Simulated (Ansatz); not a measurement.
# CoH3 (Pm-3m): a soft mode frozen in, part 2 of 2

Which phase does CoH3 (Pm-3m) fall into along its unstable mode, and how much energy does it gain?

Ansatz 0.2.0; DFT PBE, scalar-relativistic, plane waves, norm-conserving pseudopotentials.

So far. Step 4 (The mode frozen in, largest atomic shift 0.14 Å): The run ends at a pressure of 2.41 GPa, with forces up to 0.039 eV/Å. Step 5 (Energy along the mode, all amplitudes (two of the runs …): The lowest of the steps tried is at 0.14 Å, 2.01 meV/atom below the parent; the bottom of the well need not coincide with a step.

### Step 6. Relaxation from the frozen mode

Starting from the lowest point found, all atoms and the cell are let go, so that strain and other modes of the same symmetry can join in.

Input file input.yaml:

```yaml
crystal:
  lattice:
    - [2.6121745813, 0.0, 0.0]
    - [0.0, 2.6121745813, 0.0]
    - [0.0, 0.0, 2.6121745813]
  atoms:
    - { symbol: Co, position: [-0.0015299959, 0.0015299959, 0.0015299959] }
    - { symbol: H, position: [0.0181203348, 0.464334203, 0.464334203] }
    - { symbol: H, position: [0.535665797, -0.0181203348, 0.464334203] }
    - { symbol: H, position: [0.535665797, 0.464334203, -0.0181203348] }
kpoints:
  mp_grid: { grid: [16, 16, 16] }
hamiltonian:
  xc: pbe
  pseudopotentials: { kind: nc }
scf:
  occupations: { method: methfessel_paxton, width: 0.2 }
output:
  forces: true
  stress: true
  eigenvalues: true
relax:
  adjacent_minimum: "off"
  f_tol: 0.002
  max_steps: 120
  cell: { stress_tol: 0.03 }
```

Launch:

```console
$ ansatz run input.yaml --threads 4 --pin off --max-ram 7168MiB --backend cpu --events-out ev --progress --plain --runs-dir out
```

Numbers of over 12 decimals in the logs are rounded to 6 here.

The program printed:

```text
[...]
Crystal: 4 atoms, lattice volume = 17.824 Å³
Basis set: ecut = 1306.14654 eV, 1935 PW (Γ), exchange–correlation on 64×64×64 points (8 copies of the dense FFT grid, shifted against one another)
Bands: 14, of which v1, the nominal top of the filled ones, is band 10 counted from 1 (9 counted from 0)
Symmetry: 6 space group operations
[...]
k-points: 417 of 4096 (time reversal used)
[...]
SCF iter   1: F=—  HF=-4211.012956 eV  |F-HF|=—  |Δ(HF+E_count)|=         —  Δρ=9.03e-2  dr2=3.59e-1  ethr=3.10e-3  ⟨swp⟩=5.5  Hψ=27988  notcnv=0
[...]
SCF iter   7: F=-4210.923437 eV  HF=-4210.923437 eV  |F-HF|=4.11e-8  |Δ(HF+E_count)|=   9.64e-7  S|Δr|=    0.00e0  Δρ=2.46e-5  dr2=3.31e-8  ethr=5.00e-10  ⟨swp⟩=6.1  Hψ=35264  notcnv=0
SCF 1 converged in 7 iterations: F = -4210.923437 eV  dr2 = 3.31e-8
relax step   1: F+E_penalty+E_count = -4210.92343724 eV  Δ(F+E_penalty+E_count) = +0.000e0 eV  max|allowed force component| = 2.276e-2 eV/Å  Δτ_max = 0.0000 Å  P = +2.407 GPa  Ω = 17.824 Å³  (7 SCF iters, dr2 threshold 1.00e-7 eV, accepted)
Crystal: 4 atoms, lattice volume = 17.995 Å³
[...]
iter 1 solved again at ethr=1.75e-6 eV; its pass at ethr=3.10e-3 eV (dr2=3.51e-4 eV) is discarded
[...]
SCF iter   5: F=-4210.926571 eV  HF=-4210.926571 eV  |F-HF|=2.48e-10  |Δ(HF+E_count)|=   5.11e-8  S|Δr|=    0.00e0  Δρ=2.21e-5  dr2=1.12e-8  ethr=2.00e-9  ⟨swp⟩=7.0  Hψ=32337  notcnv=0
SCF 2 converged in 5 iterations: F = -4210.926571 eV  dr2 = 1.12e-8
relax step   2: F+E_penalty+E_count = -4210.92657096 eV  Δ(F+E_penalty+E_count) = -3.134e-3 eV  max|allowed force component| = 3.692e-2 eV/Å  Δτ_max = 0.0072 Å  P = +0.497 GPa  Ω = 17.995 Å³  energy of the carried Pulay correction = -7.409e-5 eV  (5 SCF iters, dr2 threshold 4.00e-7 eV, accepted)
Crystal: 4 atoms, lattice volume = 18.115 Å³
Basis set: ecut = 1306.14654 eV, 1947 PW (Γ), exchange–correlation on 64×64×64 points (8 copies of the dense FFT grid, shifted against one another)
[...]
SCF iter   5: F=-4210.928009 eV  HF=-4210.928009 eV  |F-HF|=2.60e-9  |Δ(HF+E_count)|=   2.51e-7  S|Δr|=    0.00e0  Δρ=3.41e-5  dr2=2.32e-8  ethr=2.00e-9  ⟨swp⟩=5.0  Hψ=31875  notcnv=0
SCF 3 converged in 5 iterations: F = -4210.928009 eV  dr2 = 2.32e-8
relax step   3: F+E_penalty+E_count = -4210.92800855 eV  Δ(F+E_penalty+E_count) = -1.438e-3 eV  max|allowed force component| = 5.741e-2 eV/Å  Δτ_max = 0.0079 Å  P = -0.483 GPa  Ω = 18.115 Å³  energy of the carried Pulay correction = -1.255e-4 eV  (5 SCF iters, dr2 threshold 4.00e-7 eV, accepted)
[...]
relax step   4: F+E_penalty+E_count = -4210.92947413 eV  Δ(F+E_penalty+E_count) = -1.466e-3 eV  max|allowed force component| = 5.358e-2 eV/Å  Δτ_max = 0.0148 Å  P = -0.629 GPa  Ω = 18.187 Å³  energy of the carried Pulay correction = -1.564e-4 eV  (6 SCF iters, dr2 threshold 4.00e-7 eV, accepted)
[...]
relax step   5: F+E_penalty+E_count = -4210.93139265 eV  Δ(F+E_penalty+E_count) = -1.919e-3 eV  max|allowed force component| = 5.483e-3 eV/Å  Δτ_max = 0.0292 Å  P = -0.030 GPa  Ω = 18.273 Å³  energy of the carried Pulay correction = -1.930e-4 eV  (6 SCF iters, dr2 threshold 4.00e-7 eV, accepted)
[...]
relax step   6: F+E_penalty+E_count = -4210.93141716 eV  Δ(F+E_penalty+E_count) = -2.450e-5 eV  max|allowed force component| = 2.690e-4 eV/Å  Δτ_max = 0.0033 Å  P = +0.016 GPa  Ω = 18.288 Å³  energy of the carried Pulay correction = -1.992e-4 eV  (6 SCF iters, dr2 threshold 2.33e-9 eV, accepted)
[...]
relax step   7: F+E_penalty+E_count = -4210.93141612 eV  Δ(F+E_penalty+E_count) = +1.040e-6 eV  max|allowed force component| = 6.153e-5 eV/Å  Δτ_max = 0.0006 Å  P = -0.003 GPa  Ω = 18.293 Å³  energy of the carried Pulay correction = -2.014e-4 eV  (5 SCF iters, dr2 threshold 3.43e-9 eV, accepted)
[...]
relax step   8: F+E_penalty+E_count = -4210.93180463 eV  Δ(F+E_penalty+E_count) = -3.885e-4 eV  max|allowed force component| = 1.137e-4 eV/Å  Δτ_max = 0.0000 Å  P = +0.064 GPa  Ω = 18.293 Å³  stress off target by 1.48e-1 GPa  SCF on the basis re-selected at this cell (its energy is not comparable with the rows above)  (6 SCF iters)
[...]
relax step   9: F+E_penalty+E_count = -4210.93181045 eV  Δ(F+E_penalty+E_count) = -5.816e-6 eV  max|allowed force component| = 1.568e-4 eV/Å  Δτ_max = 0.0017 Å  P = +0.005 GPa  Ω = 18.307 Å³  energy of the carried Pulay correction = -5.819e-6 eV  (5 SCF iters, dr2 threshold 5.45e-8 eV, accepted)
[...]
SCF iter   4: F=-4210.931816 eV  HF=-4210.931816 eV  |F-HF|=3.64e-12  |Δ(HF+E_count)|=  1.44e-10  S|Δr|=    0.00e0  Δρ=6.45e-7  dr2=5.82e-12  ethr=1.00e-12  ⟨swp⟩=5.4  Hψ=33208  notcnv=0
SCF 10 converged in 4 iterations: F = -4210.931816 eV  dr2 = 5.82e-12
relax step  10: F+E_penalty+E_count = -4210.93181582 eV  Δ(F+E_penalty+E_count) = -5.371e-6 eV  max|allowed force component| = 1.603e-4 eV/Å  Δτ_max = 0.0000 Å  P = +0.005 GPa  Ω = 18.307 Å³  stress off target by 1.98e-2 GPa  SCF on the basis re-selected at this cell (its energy is not comparable with the rows above)  (4 SCF iters)
[...]
SCF converged after 4 iterations
[...]
Free energy (F): -4210.931816 eV
[...]
Internal energy: -4210.933025 eV  (E = F + TS)
E sigma→0 (E₀):  -4210.932118 eV
Entropy (-TS):   0.001209 eV (0.302 meV/atom)
Fermi energy:    13.532723 eV
[...]
--- Forces (eV/Å), atoms counted from 1 ---
  atom   1  Co    -0.00010901     0.00010901     0.00010901
  atom   2  H      0.00016068     0.00002510     0.00002510
  atom   3  H     -0.00002510    -0.00016068     0.00002510
  atom   4  H     -0.00002510     0.00002510    -0.00016068
  max |Σ_I F_I| component: 1.47e-6 eV/Å
--- Stress (GPa, compression-positive) ---
        0.005237      -0.007292      -0.007292
       -0.007292       0.005237       0.007292
       -0.007292       0.007292       0.005237
  P = ⅓ Tr σ = 0.0052 GPa (0.052 kbar)
--- Band table (eV; the first three rows and the last of 417) ---
  k-point 0: bands = [... 6 lower, 8.9500, 12.6280, 12.6280, 12.6479, 18.9731, 18.9731, 23.5856, 24.3768]
  k-point 1: bands = [... 6 lower, 8.9881, 12.5778, 12.5965, 12.6404, 18.5161, 18.9516, 23.5307, 24.4740]
  k-point 2: bands = [... 6 lower, 9.0994, 12.4391, 12.4814, 12.6474, 17.4489, 18.8757, 23.6694, 24.7706]
  k-point 416: bands = [... 6 lower, 7.4773, 13.2254, 13.2254, 15.6733, 17.3172, 17.3172, 19.4293, 19.4293]
--- Relaxed structure (8 steps of the walk, 8 accepted, 2 SCFs on fresh bases) ---
  F+E_penalty+E_count = -4210.93181582 eV   max|allowed force component| = 1.603e-4 eV/Å   (the final SCF, on the basis selected at the relaxed cell)
  cell:  # Å, volume = 18.3074 Å³
    - [2.635969, -0.032357, -0.032357]
    - [-0.032357, 2.635969, 0.032357]
    - [-0.032357, 0.032357, 2.635969]
  atoms:
    - { symbol: Co, position: [-0.015855, 0.015855, 0.015855] }
    - { symbol: H, position: [0.019769, 0.457996, 0.457996] }
    - { symbol: H, position: [0.542004, -0.019769, 0.457996] }
    - { symbol: H, position: [0.542004, 0.457996, -0.019769] }
```

Wall time 2.3 min (4 threads of Arm Neoverse V1, shared host); peak memory 0.75 GiB.

Step by step:

```
step  energy less that of the first step (eV)  largest force component (eV/Å)  pressure (GPa)  volume (Å³)
   1                                   0.0000                          0.0228            2.41        17.82
   2                                  -0.0031                          0.0369            0.50        18.00
   3                                  -0.0046                          0.0574           -0.48        18.11
   4                                  -0.0060                          0.0536           -0.63        18.19
   5                                  -0.0080                          0.0055           -0.03        18.27
   6                                  -0.0080                          0.0003            0.02        18.29
   7                                  -0.0080                          0.0001            0.00        18.29
  8*                                  -0.0084                          0.0001            0.06        18.29
   9                                  -0.0084                          0.0002            0.01        18.31
 10*                                  -0.0084                          0.0002            0.01        18.31
```

Relaxation steps marked * repeat the geometry before them on a plane-wave basis chosen anew for their cell, so energy and pressure can jump there.

Forces are held to the 6 operations that the run works with; a distortion that breaks them can't arise in this run.

| conventional cell, symmetrised | before | after | change |
| --- | --- | --- | --- |
| a (Å) | 3.694 | 3.682 | -0.3 % |
| b (Å) | 3.694 | 3.682 | -0.3 % |
| c (Å) | 4.524 | 4.678 | +3.4 % |
| volume (Å³/atom) | 4.46 | 4.58 | +2.7 % |

The atoms that moved most (Å, as changes of fractional coordinates times the final cell):

| atom | dx | dy | dz | length |
| --- | --- | --- | --- | --- |
| Co1 | -0.039 | 0.039 | 0.039 | 0.067 |
| H2 | 0.005 | -0.017 | -0.017 | 0.024 |
| H4 | 0.017 | -0.017 | -0.005 | 0.024 |
| H3 | 0.017 | -0.005 | -0.017 | 0.024 |

The relaxed structure:

```cif
data_structure
_symmetry_space_group_name_H-M 'P 1'
_symmetry_Int_Tables_number 1
_cell_length_a 2.6364
_cell_length_b 2.6364
_cell_length_c 2.6364
_cell_angle_alpha 88.585
_cell_angle_beta 91.415
_cell_angle_gamma 91.415
_cell_volume 18.31
loop_
_atom_site_label
_atom_site_type_symbol
_atom_site_fract_x
_atom_site_fract_y
_atom_site_fract_z
_atom_site_occupancy
Co1 Co 0.98415 0.01585 0.01585 1
H2 H 0.01977 0.45800 0.45800 1
H3 H 0.54200 0.98023 0.45800 1
H4 H 0.54200 0.45800 0.98023 1
```

This step gave:

- pressure: 0.005237 GPa
- volume per atom: 4.577 Å³

The distorted start has space group R3m; the relaxation ends in R3m.

### Step 7. The new phase in its own primitive cell

The relaxed structure is symmetrised, reduced to its primitive cell and relaxed tightly, as its phonons need.

input.yaml, the sections that differ from step 6:

```yaml
crystal:
  lattice:
    - [1.8410320097, 1.0629203264, 1.5592395854]
    - [-1.8410320097, 1.0629203264, 1.5592395854]
    - [0.0, -2.1258406528, 1.5592395854]
  atoms:
    - { symbol: Co, position: [0.9841453385, 0.9841453385, 0.9841453385] }
    - { symbol: H, position: [0.542003755, 0.542003755, 0.0197690844] }
    - { symbol: H, position: [0.0197690844, 0.542003755, 0.542003755] }
    - { symbol: H, position: [0.542003755, 0.0197690844, 0.542003755] }
kpoints:
  mp_grid: { grid: [15, 15, 15] }
relax:
  adjacent_minimum: "off"
  f_tol: 0.001
  max_steps: 60
  cell: { stress_tol: 0.01 }
# hamiltonian, scf, output: as in step 6
```

The program printed:

```text
[...]
Crystal: 4 atoms, lattice volume = 18.307 Å³
Basis set: ecut = 1306.14654 eV, 1983 PW (Γ), exchange–correlation on 64×64×64 points (8 copies of the dense FFT grid, shifted against one another)
Bands: 14, of which v1, the nominal top of the filled ones, is band 10 counted from 1 (9 counted from 0)
Symmetry: 6 space group operations
[...]
--- Relaxed structure (3 steps of the walk, 3 accepted, 1 SCFs on fresh bases) ---
[...]
cell:  # Å, volume = 18.3086 Å³
    - [1.840562, 1.062649, 1.560144]
    - [-1.840562, 1.062649, 1.560144]
    - [0, -2.125297, 1.560144]
  atoms:
    - { symbol: Co, position: [0.984058, 0.984058, 0.984058] }
    - { symbol: H, position: [0.542033, 0.542033, 0.019797] }
    - { symbol: H, position: [0.019797, 0.542033, 0.542033] }
    - { symbol: H, position: [0.542033, 0.019797, 0.542033] }
[key lines of the parts left out:]
SCF converged after 6 iterations
Free energy (F): -4210.931964 eV
Fermi energy:    13.534558 eV
P = ⅓ Tr σ = 0.0049 GPa (0.049 kbar)
```

Elapsed: 42 s, on 4 threads; peak memory 0.68 GiB; 2.8 min of CPU time.

Little changed from the start: no atom moved by 0.005 Å and no cell edge by 0.1 %.

This step gave:

```yaml
pressure: 0.004933 GPa
```

The largest force component left is 0.99 meV/Å and the pressure is 0.005 GPa, within the tolerances set. The cell now holds 4.58 Å³/atom.

### Step 8. Modes of the new phase, k-mesh 15×15×15

A relaxed structure may still be a saddle point, so its zone-centre modes are computed. No field response is asked, since the mesh shows no gap.

input.yaml, the sections that differ from step 7:

```yaml
crystal:
  lattice:
    - [1.8405615736, 1.06264872, 1.5601444796]
    - [-1.8405615736, 1.06264872, 1.5601444796]
    - [0.0, -2.12529744, 1.5601444796]
  atoms:
    - { symbol: Co, position: [0.9840575379, 0.9840575379, 0.9840575379] }
    - { symbol: H, position: [0.542033491, 0.542033491, 0.019797413] }
    - { symbol: H, position: [0.019797413, 0.542033491, 0.542033491] }
    - { symbol: H, position: [0.542033491, 0.019797413, 0.542033491] }
output:
  eigenvalues: true
phonons:
  method: dfpt
# kpoints, hamiltonian, scf: as in step 7
# relax: removed
```

The program printed:

```text
[...]
Crystal: 4 atoms, lattice volume = 18.309 Å³
Basis set: ecut = 1306.14654 eV, 1983 PW (Γ), exchange–correlation on 64×64×64 points (8 copies of the dense FFT grid, shifted against one another)
Bands: 14, of which v1, the nominal top of the filled ones, is band 10 counted from 1 (9 counted from 0)
Symmetry: 6 space group operations
k-points: 904 of 3375 (irreducible under 2 space group operations, time reversal used)
[...]
SCF iter   1: F=—  HF=-4211.053476 eV  |F-HF|=—  |Δ(HF+E_count)|=         —  Δρ=9.27e-2  dr2=4.44e-1  ethr=3.10e-3  ⟨swp⟩=5.5  Hψ=60564  notcnv=0
[...]
SCF iter  10: F=-4210.931964 eV  HF=-4210.931964 eV  |F-HF|=9.09e-13  |Δ(HF+E_count)|=  4.09e-11  S|Δr|=    0.00e0  Δρ=3.97e-7  dr2=5.51e-12  ethr=1.00e-12  ⟨swp⟩=5.4  Hψ=75252  notcnv=0
SCF 1 converged in 10 iterations: F = -4210.931964 eV  dr2 = 5.51e-12
[...]
SCF converged after 10 iterations
[...]
Free energy (F): -4210.931964 eV
[...]
Internal energy: -4210.933683 eV  (E = F + TS)
E sigma→0 (E₀):  -4210.932394 eV
Entropy (-TS):   0.001719 eV (0.430 meV/atom)
Fermi energy:    13.534557 eV
[...]
--- Band table (eV; the first three rows and the last of 904) ---
  k-point 0: bands = [... 6 lower, 8.9496, 12.6266, 12.6266, 12.6476, 18.9700, 18.9700, 23.5831, 24.3787]
  k-point 1: bands = [... 6 lower, 8.9929, 12.5696, 12.5902, 12.6397, 18.4555, 18.9456, 23.5290, 24.4892]
  k-point 2: bands = [... 6 lower, 9.1188, 12.4139, 12.4609, 12.6478, 17.2860, 18.8582, 23.7046, 24.8271]
  k-point 903: bands = [... 6 lower, 7.5218, 13.1343, 13.1577, 15.5614, 16.8275, 17.1657, 19.1712, 19.7311]
[...]
ASR residual: 9.436e-4 → 0.000e0 eV/Å²; symmetrization residual: 2.382e-6 eV/Å²
  ASR residual per site (eV/Å²): 9.44e-4 1.97e-5 1.75e-5 1.75e-5
[...]
```

Elapsed: 2.1 min, on 4 threads; peak memory 2.5 GiB.

This step gave:

- sum-rule residual before enforcement: 9.44e-4 eV/Å²
- point group: 3m
- highest optical mode at the zone centre (no LO-TO term): 1126 cm⁻¹
- lowest optical zone-centre mode: 141.6 cm⁻¹

Patterns of degenerate modes are one choice out of their space. The modes at Γ (shares of kinetic energy by element, %):

```
mode  frequency (cm⁻¹)  symmetry  Co %  H %
   1               0.0  acoustic    95    5
   2               0.0  acoustic    95    5
   3               0.0  acoustic    95    5
   4             141.6        A2     0  100
   5             142.2         E     4   96
   6             142.2         E     4   96
   7             629.0        A1     5   95
   8             792.8         E     1   99
   9             792.8         E     1   99
  10            1012.3         E     0  100
  11            1012.3         E     0  100
  12            1125.6        A1     0  100
```

Displacements in mode 4 (141.6 cm⁻¹), the largest set to 1:
```
Co1  0.00  0.00  0.00
H2   1.00  0.00  0.00
H3  -0.50  0.87  0.00
H4  -0.50 -0.87  0.00
```

Displacements in mode 10 (1012.3 cm⁻¹), the largest set to 1:
```
Co1  0.00  0.01  0.00
H2   0.02 -0.84  1.00
H3  -0.57  0.10 -0.53
H4   0.53  0.14 -0.47
```

Before it was imposed, the acoustic sum rule was missed by 9.4e-4 eV/Å². Small misses are needed for a sound result but don't prove that mesh and cutoff are converged. The lowest optical mode is real, 142 cm⁻¹.

### Step 9. What came out

| Item | Value |
| --- | --- |
| unstable mode of the parent | q = (0, 0, 0), 352i cm⁻¹ |
| depth at the lowest point sampled | 2.01 meV/atom |
| largest atomic shift at that point | 0.14 Å |
| space group reached (within 0.01 Å) | R3m |
| energy gained over the parent (first relaxation, on the mesh of the frozen mode) | 4.11 meV/atom |
| volume per atom, phase reached | 4.58 Å³ |
| lowest optical zone-centre mode, phase reached | 142 cm⁻¹ |
| highest optical mode at the zone centre (no LO-TO term), phase reached | 1126 cm⁻¹ |

**Reading.** Along this mode the structure falls into R3m, 4.11 meV/atom below the parent. At the parent's cell the well is 2.014 meV/atom deep on the steps tried, with its lowest point at a shift of 0.14 Å. Relaxing atoms and cell changes the gain by +2.09 meV/atom against the lowest step (energies at zero smearing). The new phase has no imaginary mode at the zone centre of its cell; other wavevectors were not checked. Of the 3 patterns followed to their end from this parent, this one ends 0.315 meV/atom above the lowest, Amm2. Another end point lies within 1 meV/atom; how such a difference moves with mesh and cutoff was not tested. Each path keeps the symmetry of its pattern, so a lower phase may lie along a pattern not tried. With no gap, or one that is small against the smearing, the frequencies hang on the k mesh and the smearing, most of all near Kohn anomalies. The phonon runs are without spin polarisation, although Co often carries a moment.

[Logs are printed without paths, hosts, clocks, repeated set-up lines and the standing remarks that a program may print on its own settings, such as how far it seeks lower states.]

[Hosts, paths, dates, database ids (printed as entryN), source tags and the programs' standing remarks are cut or masked in the printed files.]
